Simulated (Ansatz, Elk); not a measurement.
## YV3: X-ray structure factors from the self-consistent density

Structure refinements treat a crystal as free atoms side by side. For a made-up structure of YV3 (cell and positions from a PBEsol relaxation) the runs below show what the calculated density changes in F(hkl).

Method: DFT, PBE, all-electron APW+lo, Dirac cores, scalar-relativistic bands, static density, no spin, in Elk 11.2.3 (patched build).

The structure was built from a prototype and need not be the compound's stable phase.

### 1. Starting point

Symmetry: Pm-3m, No. 221, cubic system. Conventional cell: a = 4.054 Å, b = 4.054 Å, c = 4.054 Å, α = 90.00°, β = 90.00°, γ = 90.00°. Nearest to Y lie 12 V at 2.87 Å. V has 4 Y at 2.87 Å and 8 V at 2.87 Å nearest. Farther neighbours are not listed.

### 2. Ground state and structure factors

An all-electron density is needed, since X-rays see the cores too. Task 0 finds the density and task 195 Fourier-transforms it; tshift is off so that phases refer to the origin typed.

File elk.in:

```
tasks
  0
  195

xctype
  20

spinpol
  .false.

rgkmax
  7.0

gmaxvr
  14.0

lmaxo
  7

lmaxapw
  8

swidth
  0.002

tshift
  .false.

ramdisk
  .false.

hmaxvr
  5.5

maxscl
  120

epspot
  1e-06

sppath
  './'

avec
  7.66050188583 -0.00000000000 -0.00000000000
  -0.00000000000 7.66050188583 0.00000000000
  0.00000000000 0.00000000000 7.66050188583

atoms
  2
  'Y.in'
  1
  -0.0000000000 0.0000000000 0.0000000000   0.000000 0.000000 0.000000
  'V.in'
  3
  0.5000000000 -0.0000000000 0.5000000000   0.000000 0.000000 0.000000
  0.5000000000 0.5000000000 -0.0000000000   0.000000 0.000000 0.000000
  -0.0000000000 0.5000000000 0.5000000000   0.000000 0.000000 0.000000

ngridk
  6 6 6
```

On the command line:

```
OMP_NUM_THREADS=4 elk
```

Numbers of over 12 decimals in the logs are rounded to 6 here.

Output:

```text
┌─────────────────────────┐
│ Elk code version 11.2.3 │
└─────────────────────────┘

All units are atomic (Hartree, Bohr, etc.)

┌─────────────────────────────────────────────────┐
│ Ground-state run starting from atomic densities │
└─────────────────────────────────────────────────┘

Lattice vectors :
   7.660501886      -0.000000000      -0.000000000
  -0.000000000       7.660501886       0.000000000
   0.000000000       0.000000000       7.660501886

Reciprocal lattice vectors :
  0.8202054383       0.000000000      -0.000000000
   0.000000000      0.8202054383      -0.000000000
   0.000000000       0.000000000      0.8202054383

Unit cell volume      :    449.5434471
Brillouin zone volume :   0.5517825141

Muffin-tin inner radius fraction :   0.1000000000E-01

Nuclei treated as point charges

Species : 1 (Y)
 parameters loaded from : Y.in
 name : yttrium
 nuclear charge    :   -39.00000000
 electronic charge :    39.00000000
 atomic mass :    162065.4503
 muffin-tin radius :    2.600000000
 number of radial points in muffin-tin :   1193
 inner part over the whole radius :   0.9871815862E-02
 number on inner part of muffin-tin    :    847
 approximate nuclear radius :   0.8135895711E-04
 number of mesh points to nuclear radius :    416
 atomic positions (lattice), magnetic fields (Cartesian) :
  1 :   0.00000000  0.00000000  0.00000000    0.00000000  0.00000000  0.00000000

Species : 2 (V)
 parameters loaded from : V.in
 name : vanadium
 nuclear charge    :   -23.00000000
 electronic charge :    23.00000000
 atomic mass :    92860.67382
 muffin-tin radius :    2.400000000
 number of radial points in muffin-tin :    993
 inner part over the whole radius :   0.9920165687E-02
 number on inner part of muffin-tin    :    699
 approximate nuclear radius :   0.6897515165E-04
 number of mesh points to nuclear radius :    327
 atomic positions (lattice), magnetic fields (Cartesian) :
  1 :   0.50000000  0.00000000  0.50000000    0.00000000  0.00000000  0.00000000
  2 :   0.50000000  0.50000000  0.00000000    0.00000000  0.00000000  0.00000000
  3 :   0.00000000  0.50000000  0.50000000    0.00000000  0.00000000  0.00000000

Total number of atoms per unit cell :    4
Total muffin-tin volume :    247.3396840
 ratio of muffin-tin to unit cell volume :   0.5502019562

Spin treatment :
 spin-unpolarised

Number of Bravais lattice symmetries :   48
Number of crystal symmetries         :   48
Crystal has inversion symmetry
Real symmetric eigensolver will be used

k-point grid :      6     6     6
k-point offset :    0.000000000       0.000000000       0.000000000
k-point set is reduced with full crystal symmetry group
Total number of k-points :       20

Muffin-tin radius times maximum |G+k| :    7.000000000
 using average radius
Maximum |G+k| for APW functions       :    2.857142857
Maximum (1/2)|G+k|²                   :    4.081632653
Maximum |G| for potential and density :    14.00000000
Constant for pseudocharge density :    9
 order of it for each species :   16  16
 order of it for pair densities of each species (exact exchange by exxq0 0: 17) :   11   9
Radial integration step length :    1

G-vector grid sizes :     35    35    35
Number of G-vectors :    20815

Maximum angular momentum used for
 APW functions            :    8
 outer part of muffin-tin :    7
 inner part of muffin-tin :    2

Total nuclear charge    :   -108.0000000
Total core charge       :    58.00000000
Total valence charge    :    50.00000000
Total excess charge     :    0.000000000
Total electronic charge :    108.0000000

Effective Wigner radius, rₛ :   0.9978986511

Number of empty states         :     16
Total number of valence states :     42
Total number of core states    :     58

Third-order local-orbitals added for an l without core states : T
Total number of local-orbitals :     67

Exchange-correlation functional :     20     0     0
 Perdew-Burke-Ernzerhof, Phys. Rev. Lett. 77, 3865 (1996)
 gradient requirement :    1
[...]
Madelung                    :     -7497.3789025015
 xc potential                :     -315.89207599301
 exchange                    :     -240.30023154333
 correlation                 :     -5.063220
 electron entropic           :    -0.28208320703124E-02
 total energy                :     -6234.3307044765

Density of states at Fermi energy :    221.2275012
 (states/Hartree/unit cell)

Estimated indirect band gap :   0.8373379683E-03
 from k-point 9 to k-point 16
Estimated direct band gap   :   0.3452477242E-02
 at k-point 12

Charges :
 core                        :    58.00000000
 valence                     :    50.00000000
 interstitial                :    6.651212962
 muffin-tins (core leakage)
  species : 1 (Y)
   atom 1                    :    37.47686657     (  0.9454558729E-05)
  species : 2 (V)
   atom 1                    :    21.29064015     ( -0.2221804625E-06)
[...]
total in muffin-tins        :    101.3487870
 total calculated charge     :    107.9994270
 total charge                :    108.0000000
 error                       :   0.5729762428E-03

RMS change in Kohn-Sham potential (target) :   0.2482188566     (  0.1000000000E-05)
Absolute change in total energy (target)   :   0.9251682028E-01 (  0.1000000000E-03)

[... loops 3 to 13 left out ...]

┌──────────────────┐
│ Loop number : 14 │
└──────────────────┘

Energies :
 Fermi                       :     0.323364
 sum of occupied eigenvalues :     -3655.7422561289
 electron kinetic            :      6370.7452768831
 core electron kinetic       :      6063.1458718719
 Coulomb                     :     -12358.248193456
 Coulomb potential           :     -9706.8125215881
 nuclear-nuclear             :     -900.87927630909
 electron-nuclear            :     -13236.126224360
 Hartree                     :      1778.7573072137
 Madelung                    :     -7504.8419326618
 xc potential                :     -319.67501142386
 exchange                    :     -241.00321044652
 correlation                 :     -5.057314
 electron entropic           :    -0.32621601507569E-02
 total energy                :     -6233.5667033259

Density of states at Fermi energy :    263.2424559
 (states/Hartree/unit cell)

Estimated indirect band gap :   0.7387010438E-03
 from k-point 11 to k-point 16
Estimated direct band gap   :   0.1899453293E-02
 at k-point 16

Charges :
 core                        :    58.00000000
 valence                     :    50.00000000
 interstitial                :    6.058950976
 muffin-tins (core leakage)
  species : 1 (Y)
[...]
species : 2 (V)
[...]
total in muffin-tins        :    101.9410490
 total calculated charge     :    107.9994418
 total charge                :    108.0000000
 error                       :   0.5581924733E-03

RMS change in Kohn-Sham potential (target) :   0.3951700880E-06 (  0.1000000000E-05)
Absolute change in total energy (target)   :   0.2608797786E-04 (  0.1000000000E-03)

Convergence targets achieved

┌──────────────────┐
│ Loop number : 15 │
└──────────────────┘

Energies :
 Fermi                       :     0.323364
 sum of occupied eigenvalues :     -3655.7422740769
 electron kinetic            :      6370.7452533731
 core electron kinetic       :      6063.1458528790
 Coulomb                     :     -12358.248179266
 Coulomb potential           :     -9706.8125190377
 nuclear-nuclear             :     -900.87927630909
 electron-nuclear            :     -13236.126204157
 Hartree                     :      1778.7573011998
 Madelung                    :     -7504.8419197475
 xc potential                :     -319.67500841231
 exchange                    :     -241.00320970081
 correlation                 :     -5.057314
 electron entropic           :    -0.32621628025253E-02
 total energy                :     -6233.5667118243

Density of states at Fermi energy :    263.2426594
 (states/Hartree/unit cell)

Estimated indirect band gap :   0.7386886667E-03
 from k-point 11 to k-point 16
Estimated direct band gap   :   0.1899500309E-02
 at k-point 16

Charges :
 core                        :    58.00000000
 valence                     :    50.00000000
 interstitial                :    6.058949650
 muffin-tins (core leakage)
  species : 1 (Y)
[...]
species : 2 (V)
   atom 1                    :    21.55993456     ( -0.2221832691E-06)
   atom 2                    :    21.55993456     ( -0.2221832691E-06)
   atom 3                    :    21.55993456     ( -0.2221832691E-06)
 total in muffin-tins        :    101.9410504
 total calculated charge     :    107.9994418
 total charge                :    108.0000000
 error                       :   0.5581930823E-03

┌──────────────────────────────┐
│ Self-consistent loop stopped │
└──────────────────────────────┘

Wrote STATE.OUT
```

Elapsed: 14 s, on 4 threads of Intel Xeon Platinum 8375C at 2.90GHz (Ice Lake), shared host; peak memory 0.16 GiB.

SFACRHO.OUT:

```text

h k l indices transformed by vhmat matrix:
   1.000000000       0.000000000       0.000000000    
   0.000000000       1.000000000       0.000000000    
   0.000000000       0.000000000       1.000000000    

      h      k      l  multipl.   |H|            Re(F)            Im(F)           |F|

      0      0      0      1   0.0000000       108.00000     -0.82415484E-17   108.00000    
     -1      0      0      6  0.82020544       14.588640     -0.45359903E-14   14.588640    
      1     -1      0     12   1.1599457       13.969405      0.58616147E-15   13.969405    
     -1     -1     -1      8   1.4206375       79.214352      0.11852039E-13   79.214352    
      0      0     -2      6   1.6404109       74.720023      0.77862632E-14   74.720023    
     -1     -2      0     24   1.8340351       12.905826     -0.35963317E-14   12.905826    
      1     -2      1     24   2.0090848       12.577276     -0.68827285E-14   12.577276    
      0      2     -2     12   2.3198913       62.961170     -0.84991261E-15   62.961170    
      0     -3      0      6   2.4606163       11.824701     -0.89566812E-14   11.824701    
     -1      2     -2     24   2.4606163       11.718770     -0.38024022E-14   11.718770    
      3      1      0     24   2.5937173       11.609208      0.19247882E-16   11.609208    
      1     -3      1     24   2.7203137       56.801927      0.27408537E-14   56.801927    
     -2      2      2      8   2.8412750       55.308557     -0.54097161E-14   55.308557    
     -3      2      0     24   2.9572928       11.198533     -0.31286221E-14   11.198533    
     -3      1      2     48   3.0689277       11.038306     -0.40773420E-14   11.038306    
      0     -4      0      6   3.2808218       49.718067      0.95124420E-14   49.718067    
      2     -2     -3     24   3.3817937       10.631190     -0.21754406E-14   10.631190    
      4     -1      0     24   3.3817937       10.689113     -0.23040920E-14   10.689113
```

Elk indexes on the primitive cell of elk.in and gives |H| = 4π sin θ/λ in inverse bohr. Below, one row stands for each form hkl of the conventional cell (m members, Friedel mates merged), F is for one primitive cell and the density is static (no thermal factor). Free-atom factors are Waasmaier and Kirfel's, and R is Σm||F|−|F'||/Σm|F|.

```
hkl   m  sin θ/λ (Å⁻¹)  abs F, DFT  neutral atoms   diff.
100   6          0.123      14.589         14.563  +0.025
110  12          0.174      13.969         13.936  +0.034
111   8          0.214      79.214         79.781  -0.567
200   6          0.247      74.720         75.332  -0.612
210  24          0.276      12.906         12.738  +0.168
211  24          0.302      12.577         12.441  +0.136
220  12          0.349      62.961         62.904  +0.057
300   6          0.370      11.825         11.772  +0.053
221  24          0.370      11.719         11.772  -0.053
310  24          0.390      11.609         11.602  +0.007
311  24          0.409      56.802         56.799  +0.003
222   8          0.427      55.309         55.145  +0.163
320  24          0.445      11.198         11.177  +0.022
321  48          0.462      11.038         11.051  -0.013
```

### 3. The highest occupied states alone

An energy window below the Fermi level keeps the highest occupied states, to see at which angles they scatter; shallow core shells can lie inside it and anion s states outside. No new self-consistency is needed.

Changes to elk.in since step 2:

```diff
@@ -1,3 +1,2 @@
 tasks
-  0
   195
@@ -40,2 +39,5 @@
 
+wsfac
+  -0.117630 0.623360
+
 sppath
```

On the command line:

```
OMP_NUM_THREADS=4 elk
```

Output:

```text
┌─────────────────────────────────┐
│ Elk code version 11.2.3 started │
└─────────────────────────────────┘

Info(readinput): the functional depends on the density's gradient
 muffin-tin radial points multiplied by    2.00000
 (not where nrmtscf is given)

┌────────────────────┐
│ Current task : 195 │
└────────────────────┘

Info(sfacrho): density structure factors written to SFACRHO.OUT

 Energy window :  -0.1176300000      0.6233600000

┌──────────────────┐
│ Elk code stopped │
└──────────────────┘
```

The job ended after 5.1 s (4 threads; peak memory 0.16 GiB).

States within 12 eV below the Fermi level hold 18.00 electrons; any levels below the window count with the cores. Their amplitudes can exceed the total, where window and core parts have opposite phase:

```
hkl  sin θ/λ (Å⁻¹)  abs F, window  abs F, all
100          0.123          2.017      14.589
110          0.174          1.584      13.969
111          0.214          3.953      79.214
200          0.247          3.089      74.720
210          0.276          0.700      12.906
211          0.302          0.618      12.577
220          0.349          1.996      62.961
300          0.370          0.462      11.825
221          0.370          0.569      11.719
310          0.390          0.445      11.609
```

(Part 1 of 2 ends here.)

[Logs are printed without paths, hosts, clocks, repeated set-up lines and the standing remarks that a program may print on its own settings, such as how far it seeks lower states.]

[Hosts, paths, dates, database ids (printed as entryN), source tags and the programs' standing remarks are cut or masked in the printed files.]
